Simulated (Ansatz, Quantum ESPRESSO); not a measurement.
# CsH (Fm-3m): phonons by linear response, part 2 of 4

How does CsH (Fm-3m) vibrate, and is this structure a minimum?

Quantum ESPRESSO 7.5; DFT LDA, scalar-relativistic, plane waves, PseudoDojo norm-conserving pseudopotentials.

So far. Step 2 (A probe with smearing): A gap of 2.0 eV opens on this mesh, so the crystal is taken as an insulator; the start stands at -1.3 GPa. Step 4 (Ground state): The cell stands at -0.004 GPa, close enough for phonons. The relaxed cell has a = 6.094 Å (conventional setting).

The database entry behind the starting cell differs from later determinations by our own check (0.1 to 0.3 % short, probably kX units), so it need not match the best structure at ambient conditions.

**5. Linear response on the mesh**

Linear response treats each wavevector in the unit cell, with no supercell; the 2×2×2 mesh fixes the range of the force constants to be had.

The input, ph.in:

```
phonons
&inputph
   prefix = 'x'
   outdir = './tmp'
   fildyn = 'x.dyn'
   tr2_ph = 1.0d-18
   epsil = .true.
   ldisp = .true.
   nq1 = 2
   nq2 = 2
   nq3 = 2
/
```

Started as:

```sh
$ OMP_NUM_THREADS=1 mpirun -n 2 ph.x -nk 2 -in ph.in > ph.out
```

Numbers of over 12 decimals in the logs are rounded to 6 here.

The program printed:

```text
[banners, grids, parts of the stress and lines that vanish by symmetry left out]
[banner, memory and clock lines left out]
Program PHONON v.7.5

     ./tmp/x.save/

     IMPORTANT: XC functional enforced from input :
     Exchange-correlation= PW
                           (   1   4   0   0   0   0   0)
     Any further DFT definition will be discarded
     Please, verify this is what you really want

     G-vector sticks info

     Reading collected, re-writing distributed wavefunctions in ./tmp/

     Dynamical matrices for ( 2, 2, 2)  uniform grid of q-points
     (   3 q-points):
       N         xq(1)         xq(2)         xq(3)
       1   0.000000000   0.000000000   0.000000000
       2   0.500000000  -0.500000000   0.500000000
       3   0.000000000  -1.000000000   0.000000000

     Number and degeneracy of irreps per q-point
       N         xq(1)         xq(2)         xq(3)   N irreps
       1   0.000000000   0.000000000   0.000000000       2
        3   3
       2   0.500000000  -0.500000000   0.500000000       4
        1   2   1   2
       3   0.000000000  -1.000000000   0.000000000       4
        1   1   2   2

     Calculation of q =    0.0000000   0.0000000   0.0000000

     phonons

     bravais-lattice index     =            2
     lattice parameter (alat)  =      11.5165  a.u.
     unit-cell volume          =     381.8597 (a.u.)^3
     number of atoms/cell      =            2
     number of atomic types    =            2
     kinetic-energy cut-off    =      74.0000  Ry
     charge density cut-off    =     296.0000  Ry
     convergence threshold     =      1.0E-18
     beta                      =       0.7000
     number of iterations used =            4
     Exchange-correlation= PW
                           (   1   4   0   0   0   0   0)

     celldm(1)=   11.51652  celldm(2)=    0.00000  celldm(3)=    0.00000
     celldm(4)=    0.00000  celldm(5)=    0.00000  celldm(6)=    0.00000

     crystal axes: (cart. coord. in units of alat)
               a(1) = ( -0.5000  0.0000  0.5000 )
               a(2) = (  0.0000  0.5000  0.5000 )
               a(3) = ( -0.5000  0.5000  0.0000 )

     reciprocal axes: (cart. coord. in units 2 pi/alat)
               b(1) = ( -1.0000 -1.0000  1.0000 )
               b(2) = (  1.0000  1.0000  1.0000 )
               b(3) = ( -1.0000  1.0000 -1.0000 )

     Atoms inside the unit cell:

     Cartesian axes

     site n.  atom      mass           positions (alat units)
        1  Cs    132.9055   tau(    1) = (    0.00000    0.00000    0.00000  )
        2  H       1.0080   tau(    2) = (   -0.50000    0.50000    0.50000  )

     Computing dynamical matrix for
                    q = (   0.0000000   0.0000000   0.0000000 )

     49 Sym.Ops. (with q -> -q+G )

     G cutoff =  994.4307  (  32743 G-vectors)     FFT grid: ( 45, 45, 45)
     number of k points=    16

     PseudoPot. # 1 for Cs read from file:
     ./pseudo/Cs.upf
     Pseudo is Norm-conserving + core correction, Zval =  9.0

     PseudoPot. # 2 for H  read from file:
     ./pseudo/H.upf
     Pseudo is Norm-conserving, Zval =  1.0

     Mode symmetry, O_h (m-3m)  point group:

     Electric field:
     Dielectric constant
     Born effective charges in two ways

     Atomic displacements:
     There are    2 irreducible representations

     Representation     1      3 modes -  To be done

     Representation     2      3 modes -  To be done

     Alpha used in Ewald sum =   2.8000

     Electric Fields Calculation

      thresh= 1.000E-02 alpha_mix =  0.700 |ddv_scf|^2 =  3.689E-08

      [... iterations left out ...]
      thresh= 2.173E-10 alpha_mix =  0.700 |ddv_scf|^2 =  2.469E-19

     End of electric fields calculation

          Dielectric constant in cartesian axis

          (       3.644742264       0.000000000       0.000000000 )
          (       0.000000000       3.644742264      -0.000000000 )
          (       0.000000000      -0.000000000       3.644742264 )

          Effective charges (d Force / dE) in cartesian axis without acoustic sum rule applied (asr)

           atom    1  Cs    Mean Z*:        1.15462
      Ex  (        1.15462        0.00000        0.00000 )
      Ey  (        0.00000        1.15462       -0.00000 )
      Ez  (        0.00000       -0.00000        1.15462 )
           atom    2  H     Mean Z*:       -1.15900
      Ex  (       -1.15900        0.00000       -0.00000 )
      Ey  (        0.00000       -1.15900       -0.00000 )
      Ez  (        0.00000       -0.00000       -1.15900 )

          Effective charges Sum: Mean:       -0.00437
             -0.00437        0.00000        0.00000
              0.00000       -0.00437       -0.00000
              0.00000       -0.00000       -0.00437

          Effective charges (d Force / dE) in cartesian axis with asr applied:
           atom    1  Cs    Mean Z*:        1.15681
      E*x (        1.15681        0.00000        0.00000 )
      E*y (        0.00000        1.15681       -0.00000 )
      E*z (        0.00000       -0.00000        1.15681 )
           atom    2  H     Mean Z*:       -1.15681
      E*x (       -1.15681       -0.00000       -0.00000 )
      E*y (       -0.00000       -1.15681        0.00000 )
      E*z (       -0.00000        0.00000       -1.15681 )

     Representation #   1 modes #   1   2   3

     Self-consistent Calculation

      thresh= 1.000E-02 alpha_mix =  0.700 |ddv_scf|^2 =  3.339E-09

      [... iterations left out ...]
      thresh= 2.061E-10 alpha_mix =  0.700 |ddv_scf|^2 =  4.212E-20

     End of self-consistent calculation

     Convergence has been achieved

     Representation #   2 modes #   4   5   6

     Self-consistent Calculation

      thresh= 1.000E-02 alpha_mix =  0.700 |ddv_scf|^2 =  1.135E-07

      [... iterations left out ...]
      thresh= 4.660E-10 alpha_mix =  0.700 |ddv_scf|^2 =  2.351E-19

     End of self-consistent calculation

     Convergence has been achieved

     Number of q in the star =    1
     List of q in the star:
          1   0.000000000   0.000000000   0.000000000

          Dielectric constant in cartesian axis

          (       3.644742264       0.000000000       0.000000000 )
          (       0.000000000       3.644742264      -0.000000000 )
          (       0.000000000      -0.000000000       3.644742264 )

          Effective charges (d Force / dE) in cartesian axis without acoustic sum rule applied (asr)

           atom    1  Cs    Mean Z*:        1.15462
      Ex  (        1.15462        0.00000        0.00000 )
      Ey  (        0.00000        1.15462       -0.00000 )
      Ez  (        0.00000       -0.00000        1.15462 )
           atom    2  H     Mean Z*:       -1.15900
      Ex  (       -1.15900        0.00000       -0.00000 )
      Ey  (        0.00000       -1.15900       -0.00000 )
      Ez  (        0.00000       -0.00000       -1.15900 )

          Effective charges Sum: Mean:       -0.00437
             -0.00437        0.00000        0.00000
              0.00000       -0.00437       -0.00000
              0.00000       -0.00000       -0.00437

          Effective charges (d Force / dE) in cartesian axis with asr applied:
           atom    1  Cs    Mean Z*:        1.15681
      E*x (        1.15681        0.00000        0.00000 )
      E*y (        0.00000        1.15681       -0.00000 )
      E*z (        0.00000       -0.00000        1.15681 )
           atom    2  H     Mean Z*:       -1.15681
      E*x (       -1.15681       -0.00000       -0.00000 )
      E*y (       -0.00000       -1.15681        0.00000 )
      E*z (       -0.00000        0.00000       -1.15681 )

          Effective charges (d P / du) in cartesian axis

           atom      1Cs
      Px  (        1.15463       -0.00000        0.00000 )
      Py  (       -0.00000        1.15463        0.00000 )
      Pz  (        0.00000        0.00000        1.15463 )
           atom      2H
      Px  (       -1.15900       -0.00000       -0.00000 )
      Py  (       -0.00000       -1.15900        0.00000 )
      Pz  (       -0.00000        0.00000       -1.15900 )

     Diagonalizing the dynamical matrix

     q = (    0.000000000   0.000000000   0.000000000 )

 **************************************************************************
     freq (    1) =       0.026553 [THz] =       0.885715 [cm-1]
     freq (    2) =       0.026553 [THz] =       0.885715 [cm-1]
     freq (    3) =       0.026553 [THz] =       0.885715 [cm-1]
     freq (    4) =      13.556892 [THz] =     452.209251 [cm-1]
     freq (    5) =      13.556892 [THz] =     452.209251 [cm-1]
     freq (    6) =      13.556892 [THz] =     452.209251 [cm-1]
 **************************************************************************

     Mode symmetry, O_h (m-3m)  point group:

     freq (   1-   3) =          0.9  [cm-1]   --> T_1u G_15  G_4- I
     freq (   4-   6) =        452.2  [cm-1]   --> T_1u G_15  G_4- I

     Calculation of q =    0.5000000  -0.5000000   0.5000000
     [... set-up and bands at k+q left out ...]

     Mode symmetry, D_3d (-3m)  point group:

     Atomic displacements:
     There are    4 irreducible representations

     Representation     1      1 modes -  To be done

     Representation     2      2 modes -  To be done

     Representation     3      1 modes -  To be done

     Representation     4      2 modes -  To be done

     Message from routine init_vloc:
     Interpolation table for Vloc re-allocated

     Alpha used in Ewald sum =   2.8000

     Representation #   1 mode #   1

     Self-consistent Calculation

      thresh= 1.000E-02 alpha_mix =  0.700 |ddv_scf|^2 =  7.298E-07

      [... iterations left out ...]
      thresh= 2.317E-09 alpha_mix =  0.700 |ddv_scf|^2 =  4.061E-19

     End of self-consistent calculation

     Convergence has been achieved

     Representation #   2 modes #   2   3

     Self-consistent Calculation

[...]
[... iterations left out ...]
[...]
End of self-consistent calculation

     Convergence has been achieved

     Representation #   3 mode #   4

     Self-consistent Calculation

[...]
[... iterations left out ...]
[...]
End of self-consistent calculation

     Convergence has been achieved

     Representation #   4 modes #   5   6

     Self-consistent Calculation

[...]
[... iterations left out ...]
[...]
End of self-consistent calculation

     Convergence has been achieved

     Number of q in the star =    4
     List of q in the star:
          1   0.500000000  -0.500000000   0.500000000
          2   0.500000000   0.500000000  -0.500000000
          3  -0.500000000  -0.500000000  -0.500000000
          4   0.500000000  -0.500000000  -0.500000000

     Diagonalizing the dynamical matrix

     q = (    0.500000000  -0.500000000   0.500000000 )

 **************************************************************************
     freq (    1) =       1.253410 [THz] =      41.809264 [cm-1]
     freq (    2) =       1.253410 [THz] =      41.809264 [cm-1]
     freq (    3) =       1.920988 [THz] =      64.077255 [cm-1]
     freq (    4) =      17.007829 [THz] =     567.320100 [cm-1]
     freq (    5) =      17.007829 [THz] =     567.320100 [cm-1]
     freq (    6) =      22.175962 [THz] =     739.710463 [cm-1]
 **************************************************************************

     Mode symmetry, D_3d (-3m)  point group:

     freq (   1-   2) =         41.8  [cm-1]   --> E_u  L_3'
     freq (   3-   3) =         64.1  [cm-1]   --> A_2u L_2'
     freq (   4-   5) =        567.3  [cm-1]   --> E_g  L_3
     freq (   6-   6) =        739.7  [cm-1]   --> A_1g L_1

     Calculation of q =    0.0000000  -1.0000000   0.0000000
     [... set-up and bands at k+q left out ...]

     Mode symmetry, D_4h(4/mmm) point group:

     Atomic displacements:
     There are    4 irreducible representations

     Representation     1      1 modes -  To be done

     Representation     2      1 modes -  To be done

     Representation     3      2 modes -  To be done

     Representation     4      2 modes -  To be done

     Alpha used in Ewald sum =   2.8000

     Representation #   1 mode #   1

     Self-consistent Calculation

[...]
[... iterations left out ...]
[...]
End of self-consistent calculation

     Convergence has been achieved

     Representation #   2 mode #   2

     Self-consistent Calculation

[...]
[... iterations left out ...]
[...]
End of self-consistent calculation

     Convergence has been achieved

     Representation #   3 modes #   3   4

     Self-consistent Calculation

      thresh= 1.000E-02 alpha_mix =  0.700 |ddv_scf|^2 =  1.778E-08

      [... iterations left out ...]
      thresh= 2.879E-10 alpha_mix =  0.700 |ddv_scf|^2 =  1.071E-19

     End of self-consistent calculation

     Convergence has been achieved

     Representation #   4 modes #   5   6

     Self-consistent Calculation

      thresh= 1.000E-02 alpha_mix =  0.700 |ddv_scf|^2 =  6.275E-07

      [... iterations left out ...]
      thresh= 1.094E-10 alpha_mix =  0.700 |ddv_scf|^2 =  2.668E-20

     End of self-consistent calculation

     Convergence has been achieved

     Number of q in the star =    3
     List of q in the star:
          1   0.000000000  -1.000000000   0.000000000
          2  -1.000000000   0.000000000   0.000000000
          3   0.000000000   0.000000000   1.000000000

     Diagonalizing the dynamical matrix

     q = (    0.000000000  -1.000000000   0.000000000 )

 **************************************************************************
     freq (    1) =       0.821379 [THz] =      27.398265 [cm-1]
     freq (    2) =       0.821379 [THz] =      27.398265 [cm-1]
     freq (    3) =       1.716097 [THz] =      57.242840 [cm-1]
     freq (    4) =      14.140787 [THz] =     471.685893 [cm-1]
     freq (    5) =      14.140787 [THz] =     471.685893 [cm-1]
     freq (    6) =      15.557643 [THz] =     518.947110 [cm-1]
 **************************************************************************

     Mode symmetry, D_4h(4/mmm) point group:

     freq (   1-   2) =         27.4  [cm-1]   --> E_u  X_5' M_5'
     freq (   3-   3) =         57.2  [cm-1]   --> A_2u X_4' M_4'
     freq (   4-   5) =        471.7  [cm-1]   --> E_u  X_5' M_5'
     freq (   6-   6) =        518.9  [cm-1]   --> A_2u X_4' M_4'
```

The job ended after 2.4 min (2 MPI ranks of Intel Xeon 6975P-C (Granite Rapids), shared host; 4.9 min of CPU time).

This step gave:

- miss of the charge sum rule: 0.004380 e
- largest acoustic frequency at the zone centre before the sum rule: 0.89 cm⁻¹
- highest optical zone-centre mode (no LO-TO term): 452.2 cm⁻¹
- lowest optical zone-centre mode: 452.2 cm⁻¹
- mean high-frequency dielectric constant: 3.645
- largest Born charge in size (third of the trace): 1.159 e
- lowest mode on the q mesh (acoustic ones at the zone centre apart): 27.4 cm⁻¹

Frequencies (cm⁻¹) at each irreducible wavevector; negative means imaginary. Frequencies by wavevector:

| q (fractions) | star | mode 1 | mode 2 | mode 3 | mode 4 | mode 5 | mode 6 |
| --- | --- | --- | --- | --- | --- | --- | --- |
| 0 0 0 | 1 | 0.89 | 0.89 | 0.89 | 452.2 | 452.2 | 452.2 |
| 0 0 -0.5 | 4 | 41.81 | 41.81 | 64.08 | 567.3 | 567.3 | 739.7 |
| 0 -0.5 -0.5 | 3 | 27.4 | 27.4 | 57.24 | 471.7 | 471.7 | 519 |

Optical modes; normalised displacements of the dynamical-matrix file. Modes at Γ, with each element's share of the kinetic energy:

| mode | frequency (cm⁻¹) | symmetry | Cs % | H % |
| --- | --- | --- | --- | --- |
| 1 | 452.2 | T1u | 1 | 99 |
| 2 | 452.2 | T1u | 1 | 99 |
| 3 | 452.2 | T1u | 1 | 99 |

Displacements in mode 3 (452.2 cm⁻¹), the largest set to 1:
```
Cs1  0.00  0.00 -0.01
H2   0.18  0.31  1.00
```

Born charge (rows field, columns displacement), before the sum rule (e), principal values of the symmetric part by kind of site:

| atom | atoms with these values | low | middle | high | mean |
| --- | --- | --- | --- | --- | --- |
| Cs1 | 1 | 1.15 | 1.15 | 1.15 | 1.15 |
| H2 | 1 | -1.16 | -1.16 | -1.16 | -1.16 |

In full for Cs1:

```
1.15 0.00 0.00
0.00 1.15 0.00
0.00 0.00 1.15
```

High-frequency dielectric tensor:

```
3.64 0.00 0.00
0.00 3.64 0.00
0.00 0.00 3.64
```

The acoustic modes at Γ come out as far as 0.9 cm⁻¹ from zero, where they should vanish, a small numerical error; the Born charges miss their sum rule by 0.0044 e, which is good.

**6. Force constants in real space**

The dynamical matrices of the mesh are Fourier-transformed to force constants in real space, after the long-range dipole part is taken out.

The input, q2r.in:

```
&input
   fildyn = 'x.dyn'
   zasr = 'crystal'
   flfrc = 'x.fc'
/
```

Started as:

```sh
$ q2r.x < q2r.in > q2r.out
```

The program printed:

```text
[banners, grids, parts of the stress and lines that vanish by symmetry left out]
[banner, memory and clock lines left out]
Program Q2R v.7.5

  reading grid info from file x.dyn0

  reading force constants from file x.dyn1
 macroscopic fields = T
   3.64474   0.00000   0.00000
   0.00000   3.64474  -0.00000
[...]
na=            1
[...]
na=            2
[...]
0.00000  -1.15900  -0.00000
   0.00000  -0.00000  -1.15900
  Norm of the difference between old and new effective charges:    0.00535485
  alpha Ewald:    3.359563
  nqs=            1
 q=   0.00000000  0.00000000  0.00000000
  reading force constants from file x.dyn2
  alpha Ewald:    3.359563
  nqs=            4
 q=   0.50000000 -0.50000000  0.50000000
[...]
reading force constants from file x.dyn3
  alpha Ewald:    3.359563
  nqs=            3
[...]
q=  -1.00000000  0.00000000  0.00000000
 q=   0.00000000  0.00000000  1.00000000

      q-space grid ok, #points =    8

      fft-check success (sum of imaginary terms < 10^-12)
```

Elapsed: 0.63 s, on 1 thread.

**7. Interpolated phonon bands**

From the force constants any wavevector is cheap; points of the mesh come back as solved, but for the sum rule and, in polar crystals, the LO-TO term at Γ; the rest is interpolation.

The input, matdyn.in:

```
&input
   asr = 'crystal'
   flfrc = 'x.fc'
   flfrq = 'x.freq'
   flvec = 'x.modes'
   q_in_band_form = .true.
   q_in_cryst_coord = .true.
/
8
  0.0000000   0.0000000   0.0000000  12  ! GAMMA
 -0.0000000   0.5000000   0.5000000  12  ! X
 -0.0000000   0.6250000   0.3750000   1  ! U
 -0.3750000   0.3750000  -0.0000000  12  ! K
  0.0000000   0.0000000   0.0000000  12  ! GAMMA
 -0.0000000   0.5000000  -0.0000000  12  ! L
 -0.2500000   0.5000000   0.2500000  12  ! W
 -0.0000000   0.5000000   0.5000000   1  ! X
```

Started as:

```sh
$ matdyn.x -in matdyn.in > matdyn.out
```

The program printed:

```text
[banner, memory and clock lines left out]
Program MATDYN v.7.5

 mass for atomic type   1 not given; uses mass from file x.fc
 mass for atomic type   2 not given; uses mass from file x.fc
 Norm of the difference between old and new effective charges:    9.519e-17

 Norm of the difference between old and new force-constants:   3.6079e-06
```

Run time: 0.64 s. Hardware: 1 thread.

This step gave:

| Item | Value |
| --- | --- |
| lowest frequency on the path | 0 cm⁻¹ |

Matdyn.x, sum rule crystal. The phonon branches at the labelled points (cm⁻¹):

| point | branch 1 | branch 2 | branch 3 | branch 4 | branch 5 | branch 6 |
| --- | --- | --- | --- | --- | --- | --- |
| Γ | 0 | 0 | 0 | 452 | 452 | 724 |
| halfway | 24 | 24 | 57 | 510 | 510 | 666 |
| X | 27 | 27 | 57 | 472 | 472 | 519 |
| halfway | 31 | 36 | 56 | 480 | 498 | 527 |
| U | 37 | 49 | 51 | 500 | 545 | 559 |
| jump to K | 37 | 49 | 51 | 500 | 545 | 559 |
| halfway | 30 | 40 | 53 | 512 | 543 | 708 |
| Γ | 0 | 0 | 0 | 452 | 452 | 724 |
| halfway | 33 | 33 | 46 | 513 | 513 | 732 |
| L | 42 | 42 | 64 | 567 | 567 | 740 |
| halfway | 42 | 45 | 58 | 535 | 553 | 656 |
| W | 45 | 45 | 48 | 532 | 534 | 534 |
| halfway | 34 | 40 | 54 | 499 | 503 | 531 |
| X | 27 | 27 | 57 | 472 | 472 | 519 |

The phonon branches as a text plot (rows in cm⁻¹):

```
    724 |****                    ********************
    693 |    **                **                    *
    663 |      *             **                       *
    632 |       *           *
    601 |        *        **                           *
    570 |         *         ****                ******  **
    539 |          **  *****  * **           ***     **********
    509 |    *****   ** ****** ****        **          ***  *****
    478 |  **     *******         ***    **                   ***
    447 |**                          ****
    416 |
    385 |
    354 |
    324 |
    293 |
    262 |
    231 |
    200 |
    170 |
    139 |
    108 |
     77 |        **                             *****
     46 |   *****  *****************      ***********************
     15 |***************        ************                   **
         Γ           X  U|K            Γ         L        W     X
```

All branches are real along the path.

[end of part 2 of 4]

[Host names and launcher messages were left out of these logs when they were recorded.]

[Logs are printed without paths, hosts, clocks, repeated set-up lines and the standing remarks that a program may print on its own settings, such as how far it seeks lower states.]

[Hosts, paths, dates, database ids (printed as entryN), source tags and the programs' standing remarks are cut or masked in the printed files.]
